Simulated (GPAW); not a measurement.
# Core-hole calculation of the Ru L₃ edge in Al2Ru (I4/mmm), part 3 of 3

Aim: the dependence of the Ru L₃ near-edge features of Al2Ru (I4/mmm) on volume.

GPAW 26.7.0; X-ray absorption from dipole matrix elements to empty bands, plane-wave PAW LDA.

So far. Step 4 (Spectrum with XCH, Ru atom 1): The energy difference (zero at 2870 eV) isn't read as a photon energy: for so heavy an absorber the terms left out (core spin–orbit splitting, the hole's spin, the functional's error) amount to tens of eV or more. Step 6 (Spectrum with XCH, Ru atom 1): Against the first run the r.m.s. difference is 5 %. The highest intensity below 24 eV goes from 2.8 eV (1.90) to 3.0 eV (1.84).

## 7. Supercell without a hole, the energy reference

Level of this step: plane-wave PAW DFT, LDA, self-consistent field (GPAW).

The cell changes for the next run, so it gets a reference energy of its own.

The cell differs from the one that the last finished run ended in (a 6.361 → 6.428 Å, b 6.361 → 6.428 Å, c 6.361 → 6.428 Å).

The input, scf.py:

```python
import numpy as np
from ase import Atoms
from ase.parallel import parprint, paropen
from gpaw import GPAW, PW, FermiDirac, Mixer, MixerDif, setup_paths
from gpaw.test import gen
setup_paths.insert(0, '.')
gen('Ru', name='nch2p', xcname='LDA', corehole=(2, 1, 0), write_xml=True)
from gpaw.mpi import world
world.barrier()

atoms = Atoms('Ru5Al10',
    cell=[[1.54465871, 4.63397612, -4.17915817],
     [4.63397612, -1.54465871, -4.17915817],
     [-1.54465871, -4.63397612, -4.17915817]],
    scaled_positions=[[0, 0, 0],
     [0.2, 0.4, 0.4],
     [0.6, 0.2, 0.2],
     [0.4, 0.8, 0.8],
     [0.8, 0.6, 0.6],
     [0.65920219, 0, 0.65920219],
     [0.85920219, 0.4, 0.05920219],
     [0.25920219, 0.2, 0.85920219],
     [0.05920219, 0.8, 0.45920219],
     [0.45920219, 0.6, 0.25920219],
     [0.34079781, 0, 0.34079781],
     [0.54079781, 0.4, 0.74079781],
     [0.94079781, 0.2, 0.54079781],
     [0.74079781, 0.8, 0.14079781],
     [0.14079781, 0.6, 0.94079781]],
    pbc=True)
atoms.calc = calc = GPAW(legacy_gpaw=True, mode=PW(430), xc='LDA', setups={0: 'nch2p'},
    kpts={'size': (4, 4, 4), 'gamma': True}, occupations=FermiDirac(0.1),
    charge=0, mixer=Mixer(0.1, 5, 50), maxiter=150,
    convergence={'density': 0.0001}, txt='scf.txt')
energy = atoms.get_potential_energy() + calc.get_reference_energy()
ef = calc.get_fermi_level()
out = dict(energy=energy, fermi=ef, forces=atoms.get_forces().tolist())
parprint(f'all-electron energy {energy:.4f} eV, Fermi level {ef:.4f} eV')
ev = np.array([[calc.get_eigenvalues(k, s) for k in range(len(calc.get_ibz_k_points()))] for s in range(calc.get_number_of_spins())])
out['homo'], out['lumo'], out['counts'] = ev[ev < ef].max(), ev[ev > ef].min(), sorted(set((ev < ef).sum((0, 2)).tolist()))
out['filled'] = (ev[:, 0] < ef).sum(1).tolist()
import json
with paropen('out.json', 'w') as f:
    json.dump(out, f)
```

Launch:

```
$ OMP_NUM_THREADS=1 mpirun -n 2 gpaw python scf.py
```

Numbers of over 12 decimals in the logs are rounded to 6 here.

The program printed:

```text
Input parameters:
  convergence: {density: 0.0001}
  kpts: {gamma: True,
         size: (4, 4, 4)}
  maxiter: 150
  mixer: {backend: pulay,
          beta: 0.1,
          method: separate,
          nmaxold: 5,
          weight: 50}
  mode: {ecut: 430.0,
         name: pw}
  occupations: {fixmagmom: False,
                name: fermi-dirac,
                width: 0.1}
  setups: {0: nch2p}

Initialize ...

[...]
5s(1) :    -0.165642     1.006927
4p(6) :    -1.710171     0.232766
5p(0) :    -0.037961     0.989362
4d(7) :    -0.198508     0.557875
*d    :     0.801492
--------------------------------

Diagonalizing with gridspacing h=0.050

state   all-electron     PAW
-------------------------------
4s:      -2.807098    -2.807664
4p:      -1.710171    -1.710635
4d:      -0.198508    -0.199753
*f:                    0.068975
-------------------------------
all-electron energy -681507.5278 eV, Fermi level 10.2617 eV
[key lines of the parts left out:]
Converged after 16 iterations.
Dipole moment: (0.000000, -0.000000, -0.000000) |e|*Ang
Free energy:   -106.273495
Fermi level: 10.26167
```

Elapsed: 86 s, on 2 MPI ranks of Intel Xeon Platinum 8259CL at 2.50GHz (Skylake/Cascade Lake), shared host; peak memory 0.33 GiB.

Reference energy: -681507.528 eV with the cores included.

## 8. Spectrum with XCH, Ru atom 1

Shorter bonds are expected to push antibonding states and scattering resonances up, and longer ones down; the cell is scaled to test that.

Changed against the first core-hole run: volume scale from 1 to 0.97.

The input, xas.py:

```python
import numpy as np
from ase import Atoms
from ase.parallel import parprint, paropen
from gpaw import GPAW, PW, FermiDirac, Mixer, MixerDif, setup_paths
from gpaw.test import gen
setup_paths.insert(0, '.')
gen('Ru', name='fch2p', xcname='LDA', corehole=(2, 1, 1), write_xml=True)
from gpaw.mpi import world
world.barrier()

atoms = Atoms('Ru5Al10',
    cell=[[1.54465871, 4.63397612, -4.17915817],
     [4.63397612, -1.54465871, -4.17915817],
     [-1.54465871, -4.63397612, -4.17915817]],
    scaled_positions=[[0, 0, 0],
     [0.2, 0.4, 0.4],
     [0.6, 0.2, 0.2],
     [0.4, 0.8, 0.8],
     [0.8, 0.6, 0.6],
     [0.65920219, 0, 0.65920219],
     [0.85920219, 0.4, 0.05920219],
     [0.25920219, 0.2, 0.85920219],
     [0.05920219, 0.8, 0.45920219],
     [0.45920219, 0.6, 0.25920219],
     [0.34079781, 0, 0.34079781],
     [0.54079781, 0.4, 0.74079781],
     [0.94079781, 0.2, 0.54079781],
     [0.74079781, 0.8, 0.14079781],
     [0.14079781, 0.6, 0.94079781]],
    pbc=True)
atoms.calc = calc = GPAW(legacy_gpaw=True, mode=PW(430), xc='LDA', setups={0: 'fch2p'},
    kpts={'size': (4, 4, 4), 'gamma': True}, occupations=FermiDirac(0.1),
    charge=-1, mixer=Mixer(0.1, 5, 50), maxiter=150,
    convergence={'density': 0.0001}, txt='scf.txt')
energy = atoms.get_potential_energy() + calc.get_reference_energy()
ef = calc.get_fermi_level()
out = dict(energy=energy, fermi=ef, forces=atoms.get_forces().tolist())
parprint(f'all-electron energy {energy:.4f} eV, Fermi level {ef:.4f} eV')
ev = np.array([[calc.get_eigenvalues(k, s) for k in range(len(calc.get_ibz_k_points()))] for s in range(calc.get_number_of_spins())])
out['homo'], out['lumo'], out['counts'] = ev[ev < ef].max(), ev[ev > ef].min(), sorted(set((ev < ef).sum((0, 2)).tolist()))
out['filled'] = (ev[:, 0] < ef).sum(1).tolist()

from ase.units import Ha
from gpaw.xas import dipole_matrix_elements
nb = int(calc.get_number_of_electrons() / 2) + 146
top, nb = nb, nb + 8 + nb // 12
nscf = calc.fixed_density(kpts={'size': (4, 4, 4), 'gamma': True}, nbands=nb,
    convergence={'bands': top, 'eigenstates': 1e-5}, maxiter=60, txt='nscf.txt')
cell = atoms.cell.array
ops = [cell.T @ U.T @ np.linalg.inv(cell.T) for U in nscf.wfs.kd.symmetry.op_scc]
E = np.arange(-6, 34, 0.1)
fwhm = np.interp(E, [4, 25], [2, 3.5])
Y, X, zero, highest = 0, 0, 1e9, 1e9
for spin in range(nscf.get_number_of_spins()):
    wfs = nscf.wfs
    A = dipole_matrix_elements(wfs.setups[0])
    eps = np.zeros((wfs.kd.nibzkpts, nb))
    d = np.zeros((3, A.shape[1], wfs.kd.nibzkpts, nb), complex)
    for kpt in wfs.kpt_u:
        if kpt.s == spin and 0 in kpt.P_ani:
            eps[kpt.k] = kpt.eps_n * Ha
            d[:, :, kpt.k] = (kpt.weight * wfs.nspins / 2) ** 0.5 * np.inner(A, kpt.P_ani[0])
    world.sum(eps)
    world.sum(d)
    T = np.einsum('amkn,bmkn->abkn', d, d.conj()).real
    T = sum(np.einsum('ai,ijkn,bj->abkn', R, T, R) for R in ops) / len(ops)
    empty = eps > ef
    zero, highest = min(zero, eps[empty].min()), min(highest, eps[:, top - 1].min())
    lines = [(eps, T, empty)] if spin == 0 else lines + [(eps, T, empty)]
for eps, T, empty in lines:
    f = np.einsum('aakn->akn', T).reshape(3, -1)
    x = eps.ravel() - zero
    w = np.interp(x, E, fwhm) / 2.35482
    g = np.exp(-0.5 * ((E[:, None] - x) / w) ** 2) / (w * (2 * np.pi) ** 0.5)
    Y = Y + (f * empty.ravel()) @ g.T
    X = X + (f * ~empty.ravel()) @ g.T
out.update(E=E.round(2).tolist(), xas=Y.tolist(), xes=X.tolist(), zero=zero, valid=highest - zero, nk=len(eps), nb=nb)
for i in range(0, len(E), 10):
    parprint(f'{E[i]:7.2f}', *(f'{v:10.3e}' for v in Y[:, i]))
import json
with paropen('out.json', 'w') as f:
    json.dump(out, f)
```

Launch:

```
$ OMP_NUM_THREADS=1 mpirun -n 2 gpaw python xas.py
```

The program printed:

```text
Input parameters:
  charge: -1
  convergence: {density: 0.0001}
  kpts: {gamma: True,
         size: (4, 4, 4)}
  maxiter: 150
  mixer: {backend: pulay,
          beta: 0.1,
          method: separate,
          nmaxold: 5,
          weight: 50}
  mode: {ecut: 430.0,
         name: pw}
  occupations: {fixmagmom: False,
                name: fermi-dirac,
                width: 0.1}
  setups: {0: fch2p}

Initialize ...

[...]
*d    :     0.368744
--------------------------------

Diagonalizing with gridspacing h=0.050

state   all-electron     PAW
-------------------------------
4s:      -3.373979    -3.374511
4p:      -2.246267    -2.246716
4d:      -0.631256    -0.632596
*f:                   -0.023373
-------------------------------
all-electron energy -678637.9134 eV, Fermi level 10.3051 eV
[...]
32.00  5.142e-06  5.142e-06  6.221e-06
  33.00  5.381e-06  5.381e-06  6.509e-06
[key lines of the parts left out:]
Converged after 18 iterations.
Dipole moment: (0.000000, 0.000000, -0.000000) |e|*Ang
Free energy:   -115.783299
Fermi level: 10.30505
```

Elapsed: 4.6 min, on 2 MPI ranks; peak memory 0.52 GiB.

```tsv
E (eV)	first run	this run
-2.0	0.04	0.04
-1.0	0.46	0.45
0.0	1.46	1.42
1.0	1.82	1.78
2.0	1.81	1.76
3.0	1.88	1.86
4.0	1.49	1.51
5.0	1.18	1.18
6.0	1.06	1.08
7.0	0.88	0.91
8.0	0.88	0.86
9.0	1.01	1.00
10.0	0.97	1.00
11.0	0.84	0.87
12.0	0.77	0.79
13.0	0.72	0.74
14.0	0.68	0.69
15.0	0.62	0.64
16.0	0.55	0.57
17.0	0.54	0.53
18.0	0.58	0.56
19.0	0.62	0.60
20.0	0.62	0.62
21.0	0.60	0.60
22.0	0.59	0.58
23.0	0.57	0.57
24.0	0.55	0.55
25.0	0.52	0.53
26.0	0.50	0.50
27.0	0.48	0.48
28.0	0.49	0.47
29.0	0.52	0.49
30.0	0.57	0.52
31.0	0.62	0.57
32.0	0.67	0.63
```

The scaled spectrum changes by 2 % r.m.s. The highest intensity below 24 eV stays at 2.8 eV.

The photon energy of the zero moves by +0.04 eV.

## 9. Supercell without a hole, the energy reference

The cell and mesh change for the next run, so it gets a reference energy of its own.

The cell differs from the one that the last finished run ended in (a 6.428 → 6.683 Å, b 6.428 → 6.683 Å, c 6.428 → 6.683 Å).

scf.py: that of step 7 with these lines changed.

```diff
@@ -11,5 +11,5 @@
 atoms = Atoms('Ru5Al10',
-    cell=[[1.54465871, 4.63397612, -4.17915817],
-     [4.63397612, -1.54465871, -4.17915817],
-     [-1.54465871, -4.63397612, -4.17915817]],
+    cell=[[1.60589615, 4.81768846, -4.34483942],
+     [4.81768846, -1.60589615, -4.34483942],
+     [-1.60589615, -4.81768846, -4.34483942]],
     scaled_positions=[[0, 0, 0],
@@ -31,3 +31,3 @@
 atoms.calc = calc = GPAW(legacy_gpaw=True, mode=PW(430), xc='LDA', setups={0: 'nch2p'},
-    kpts={'size': (4, 4, 4), 'gamma': True}, occupations=FermiDirac(0.1),
+    kpts={'size': (3, 3, 3), 'gamma': True}, occupations=FermiDirac(0.1),
     charge=0, mixer=Mixer(0.1, 5, 50), maxiter=150,
```

Launch:

```
$ OMP_NUM_THREADS=1 mpirun -n 2 gpaw python scf.py
```

The program printed:

```text
Input parameters:
  convergence: {density: 0.0001}
  kpts: {gamma: True,
         size: (3, 3, 3)}
  maxiter: 150
  mixer: {backend: pulay,
          beta: 0.1,
          method: separate,
          nmaxold: 5,
          weight: 50}
  mode: {ecut: 430.0,
         name: pw}
  occupations: {fixmagmom: False,
                name: fermi-dirac,
                width: 0.1}
  setups: {0: nch2p}

Initialize ...

[...]
5s(1) :    -0.165642     1.006927
4p(6) :    -1.710171     0.232766
5p(0) :    -0.037961     0.989362
4d(7) :    -0.198508     0.557875
*d    :     0.801492
--------------------------------

Diagonalizing with gridspacing h=0.050

state   all-electron     PAW
-------------------------------
4s:      -2.807098    -2.807664
4p:      -1.710171    -1.710635
4d:      -0.198508    -0.199753
*f:                    0.068975
-------------------------------
all-electron energy -681506.2525 eV, Fermi level 8.6750 eV
[key lines of the parts left out:]
Converged after 16 iterations.
Dipole moment: (-0.000000, 0.000000, 0.000000) |e|*Ang
Free energy:   -105.005098
Fermi level: 8.67502
```

Wall time 55 s (2 MPI ranks); peak memory 0.31 GiB; 1.8 min of CPU time.

Reference energy: -681506.252 eV with the cores included.

## 10. Spectrum with XCH, Ru atom 1

Shorter bonds are expected to push antibonding states and scattering resonances up, and longer ones down; the cell is scaled to test that.

Changed against the first core-hole run: volume scale from 1 to 1.09; the field's mesh follows (4×4×4 to 3×3×3).

xas.py: that of step 8 with these lines changed.

```diff
@@ -11,5 +11,5 @@
 atoms = Atoms('Ru5Al10',
-    cell=[[1.54465871, 4.63397612, -4.17915817],
-     [4.63397612, -1.54465871, -4.17915817],
-     [-1.54465871, -4.63397612, -4.17915817]],
+    cell=[[1.60589615, 4.81768846, -4.34483942],
+     [4.81768846, -1.60589615, -4.34483942],
+     [-1.60589615, -4.81768846, -4.34483942]],
     scaled_positions=[[0, 0, 0],
@@ -31,3 +31,3 @@
 atoms.calc = calc = GPAW(legacy_gpaw=True, mode=PW(430), xc='LDA', setups={0: 'fch2p'},
-    kpts={'size': (4, 4, 4), 'gamma': True}, occupations=FermiDirac(0.1),
+    kpts={'size': (3, 3, 3), 'gamma': True}, occupations=FermiDirac(0.1),
     charge=-1, mixer=Mixer(0.1, 5, 50), maxiter=150,
@@ -44,3 +44,3 @@
 from gpaw.xas import dipole_matrix_elements
-nb = int(calc.get_number_of_electrons() / 2) + 146
+nb = int(calc.get_number_of_electrons() / 2) + 161
 top, nb = nb, nb + 8 + nb // 12
```

Launch:

```
$ OMP_NUM_THREADS=1 mpirun -n 2 gpaw python xas.py
```

The program printed:

```text
Input parameters:
  charge: -1
  convergence: {density: 0.0001}
  kpts: {gamma: True,
         size: (3, 3, 3)}
  maxiter: 150
  mixer: {backend: pulay,
          beta: 0.1,
          method: separate,
          nmaxold: 5,
          weight: 50}
  mode: {ecut: 430.0,
         name: pw}
  occupations: {fixmagmom: False,
                name: fermi-dirac,
                width: 0.1}
  setups: {0: fch2p}

Initialize ...

[...]
*d    :     0.368744
--------------------------------

Diagonalizing with gridspacing h=0.050

state   all-electron     PAW
-------------------------------
4s:      -3.373979    -3.374511
4p:      -2.246267    -2.246716
4d:      -0.631256    -0.632596
*f:                   -0.023373
-------------------------------
all-electron energy -678636.8081 eV, Fermi level 8.7489 eV
[...]
32.00  5.368e-06  5.368e-06  6.239e-06
  33.00  4.954e-06  4.954e-06  5.437e-06
[key lines of the parts left out:]
Converged after 17 iterations.
Dipole moment: (-0.000000, 0.000000, 0.000000) |e|*Ang
Free energy:   -114.687000
Fermi level: 8.74888
```

Wall time 4.7 min (2 MPI ranks); peak memory 0.52 GiB.

```tsv
E (eV)	first run	this run
-2.0	0.04	0.05
-1.0	0.46	0.50
0.0	1.46	1.55
1.0	1.82	1.96
2.0	1.81	1.97
3.0	1.88	1.90
4.0	1.49	1.46
5.0	1.18	1.18
6.0	1.06	0.97
7.0	0.88	0.85
8.0	0.88	0.94
9.0	1.01	0.98
10.0	0.97	0.86
11.0	0.84	0.76
12.0	0.77	0.72
13.0	0.72	0.69
14.0	0.68	0.64
15.0	0.62	0.57
16.0	0.55	0.55
17.0	0.54	0.59
18.0	0.58	0.63
19.0	0.62	0.63
20.0	0.62	0.62
21.0	0.60	0.61
22.0	0.59	0.59
23.0	0.57	0.56
24.0	0.55	0.54
25.0	0.52	0.51
26.0	0.50	0.51
27.0	0.48	0.54
28.0	0.49	0.58
29.0	0.52	0.64
30.0	0.57	0.70
31.0	0.62	0.71
32.0	0.67	0.67
```

The scaled spectrum changes by 7 % r.m.s. The highest intensity below 24 eV goes from 2.8 eV (1.90) to 2.4 eV (1.99).

The photon energy of the zero moves by -0.13 eV.

## 11. The volumes side by side

```tsv
volume	nearest distance (Å)	shift of the zero (eV)	maximum 1 (eV above own zero)	maximum 2 (eV above own zero)	maximum 3 (eV above own zero)
0.94	2.531	+0.08	3.0	9.8	20.2
0.97	2.558	+0.04	2.8	9.6	19.8
1	2.584	+0.00	2.8	9.2	19.4
1.09	2.659	-0.13	2.4	8.6	18.6
```

The curves, each shifted by its zero's change so that they share one photon-energy axis, counted from the zero at V × 1:

```tsv
E (eV)	V × 0.94	V × 0.97	V × 1	V × 1.09
-2.0	0.03	0.04	0.04	0.07
-1.0	0.38	0.42	0.46	0.62
0.0	1.31	1.39	1.46	1.66
1.0	1.73	1.78	1.82	1.96
2.0	1.69	1.75	1.81	1.98
3.0	1.84	1.86	1.88	1.85
4.0	1.56	1.53	1.49	1.41
5.0	1.18	1.18	1.18	1.16
6.0	1.09	1.08	1.06	0.95
7.0	0.96	0.91	0.88	0.85
8.0	0.85	0.86	0.88	0.96
9.0	0.96	0.99	1.01	0.97
10.0	1.04	1.01	0.97	0.84
11.0	0.92	0.88	0.84	0.76
12.0	0.82	0.79	0.77	0.71
13.0	0.76	0.74	0.72	0.68
14.0	0.71	0.70	0.68	0.63
15.0	0.66	0.64	0.62	0.57
16.0	0.59	0.57	0.55	0.56
17.0	0.54	0.53	0.54	0.60
18.0	0.54	0.56	0.58	0.63
19.0	0.58	0.60	0.62	0.63
20.0	0.61	0.62	0.62	0.62
21.0	0.60	0.60	0.60	0.61
22.0	0.58	0.58	0.59	0.59
23.0	0.56	0.57	0.57	0.56
24.0	0.55	0.55	0.55	0.53
25.0	0.53	0.53	0.52	0.51
26.0	0.51	0.50	0.50	0.51
27.0	0.49	0.48	0.48	0.54
28.0	0.46	0.47	0.49	0.59
29.0	0.46	0.48	0.52	0.65
30.0	0.48	0.52	0.57	0.70
31.0	0.52	0.57	0.62	0.71
32.0	0.57	0.63	0.67	0.66
```

## 12. What came out

```
absorber and edge             : Ru L₃, atom 1 of the ground-state input (counted from 1)
surroundings                  : 8 Al at 2.58 Å, 2 Al at 2.88 Å and 4 Ru at 3.12 Å (14-fold, site symmetry 4/mmm)
highest intensity below 24 eV : 2.8 eV above the zero, height 1.90
```

**Reading.** From V × 0.94 to V × 1.09 the nearest distance grows by 0.128 Å and the zero moves by -0.21 eV. Above their own zero, the maxima move from 3.0 to 2.4 eV, from 9.8 to 8.6 eV and from 20.2 to 18.6 eV. The one highest in energy moves most, in the direction that the rule ΔE·R² ≈ constant for scattering resonances gives. The Ru L₃ edge of atom 1, with 8 Al at 2.58 Å, 2 Al at 2.88 Å and 4 Ru at 3.12 Å (14-fold, site symmetry 4/mmm), has its highest intensity of the first 24 eV at 2.8 eV above the zero, 1.9 times the mean level of the first 20 eV (Gaussian full width 2 eV up to 4 eV, rising linearly to 3.5 eV at 25 eV). At the Ru L₃ edge of atom 1 polarisation matters most near 1.6 eV, where the curves differ by 0.7 on this scale. Only the L₃ part is meant: spin–orbit coupling of the core level isn't computed and the L₂ copy isn't added. The script folds with a Gaussian, whereas the core hole's own line is a Lorentzian, so the onset is too steep and the first peak too high. The mesh is coarse (0.32 Å⁻¹ between points), so small maxima may be mesh ripples. Lifetime broadening is put in by hand, and intensities beyond about 20 eV depend on it and on the partial waves; weight that the partial waves miss at high energy is lost. The structure is a computed Materials Project entry and may be a hypothetical form.

[Banner, clock and machine lines of the logs are left out without a mark of their own.]

[Logs are printed without paths, hosts, clocks, repeated set-up lines and the standing remarks that a program may print on its own settings, such as how far it seeks lower states.]

[Hosts, paths, dates, database ids (printed as entryN), source tags and the programs' standing remarks are cut or masked in the printed files.]

[Lists of maxima count a maximum above −3 eV only where it reaches 4 % of the highest in the window and stands out from its surroundings by 2 % of it (1.5 % where it reaches 55 %); shoulders and weaker maxima are passed over, and of the rest the first, up to two pre-edge ones and the few strongest are named.]
